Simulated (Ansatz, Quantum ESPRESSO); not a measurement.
# NaCl, rock salt type, strained in the (001) plane: the peak of the slowest decay at Γ at a withheld member of a series

**Set-up.** Quantum ESPRESSO 7.5, PBE, GBRV ultrasoft. The cubic cell is relaxed first; each member is held at its strain in the plane while the axis along [001] relaxes. pwcond (ikind = 0) gives the complex bands along [001] at three points across. Fixed occupations. The series steps biaxial strain in the plane.

| biaxial strain in the plane | peak of the slowest decay at Γ (1/Å) |
| --- | --- |
| -3 % | 0.3860 |
| -2 % | 0.3870 |
| -1 % | 0.3880 |
| 1 % | 0.3900 |
| 2 % | 0.3910 |
| 3 % | 0.3920 |
| 4 % | 0.3930 |

To predict: What is the peak of the slowest decay at Γ at 0 %?

**Fit.** The rows at -1 % and 1 % give a slope of (0.3900 − (0.3880))/(1 − (−1)) = 0.001, so a straight line gives 0.3890 1/Å. A parabola through these and the row at -2 % gives 0.3890 1/Å.

What the calculation gave: 0.3890 1/Å. The line misses by 0.0000 and the parabola by 0.0000 1/Å. Both misses are under 5 % of the step from the nearer row.

Caveats: Atoms keep their symmetric sites, so polar or tilted distortions are left out; semilocal gaps and decay constants are too small; no spin-orbit coupling; three points across. Members without a usable value, or on the other side of zero field or charge, are not listed.
